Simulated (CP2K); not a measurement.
Two runs for the C K edge of 4-cyanopyridine. Run A: CP2K XAS_TDP, all-electron GAPW, PBEh(45%), aug-cc-pVDZ, TDA, no relativity. Run B differs in one setting.

First lines with a strength over 0.0015. A:

| atom | energy (eV) | states | strength, one atom |
| --- | --- | --- | --- |
| C2 (bonded to C and N) | 281.86 | 1 | 0.0314 |
|  | 282.49 | 1 | 0.0568 |
|  | 285.36 | 1 | 0.0313 |
|  | 287.22 | 1 | 0.0024 |
|  | 287.37 | 1 | 0.0029 |
| C3 (bonded to 3 C) | 281.72 | 1 | 0.0452 |
|  | 286.25 | 1 | 0.0084 |
|  | 286.89 | 1 | 0.0118 |
|  | 287.36 | 1 | 0.0097 |
|  | 288.15 | 1 | 0.0019 |
| C4 (bonded to 2 C and H), 2 alike | 281.15 | 1 | 0.0486 |
|  | 282.88 | 1 | 0.0040 |
|  | 285.00 | 1 | 0.0136 |
|  | 285.90 | 1 | 0.0046 |
|  | 286.15 | 1 | 0.0035 |
| C5 (bonded to C, N and H), 2 alike | 281.64 | 1 | 0.0539 |
|  | 283.30 | 1 | 0.0033 |
|  | 285.59 | 1 | 0.0124 |
|  | 286.63 | 1 | 0.0032 |
|  | 287.21 | 1 | 0.0035 |

B:

| atom | energy (eV) | states | strength, one atom |
| --- | --- | --- | --- |
| C2 (bonded to C and N) | 288.35 | 1 | 0.0307 |
|  | 288.98 | 1 | 0.0555 |
|  | 291.85 | 1 | 0.0306 |
|  | 293.71 | 1 | 0.0024 |
|  | 293.86 | 1 | 0.0028 |
| C3 (bonded to 3 C) | 287.26 | 1 | 0.0443 |
|  | 291.79 | 1 | 0.0083 |
|  | 292.44 | 1 | 0.0116 |
|  | 292.90 | 1 | 0.0095 |
|  | 293.69 | 1 | 0.0019 |
| C4 (bonded to 2 C and H), 2 alike | 286.90 | 1 | 0.0476 |
|  | 288.64 | 1 | 0.0039 |
|  | 290.76 | 1 | 0.0133 |
|  | 291.65 | 1 | 0.0045 |
|  | 291.90 | 1 | 0.0034 |
| C5 (bonded to C, N and H), 2 alike | 287.43 | 1 | 0.0528 |
|  | 289.08 | 1 | 0.0032 |
|  | 291.38 | 1 | 0.0121 |
|  | 292.42 | 1 | 0.0032 |
|  | 292.99 | 1 | 0.0035 |

Question: Which was it: scalar relativity switched on, GW2X switched on, the functional, the basis?

GW2X switched on. GW2X shifts an atom's lines together and keeps their spacings. Against PBEh(45%) in aug-cc-pVDZ, the leading lines move by +6.49 eV (C2, to 288.35), +5.54 eV (C3, to 287.26), +5.75 eV (C4, to 286.90) and +5.79 eV (C5, to 287.43).

[Hosts, paths, dates, database ids (printed as entryN), source tags and the programs' standing remarks are cut or masked in the printed files.]
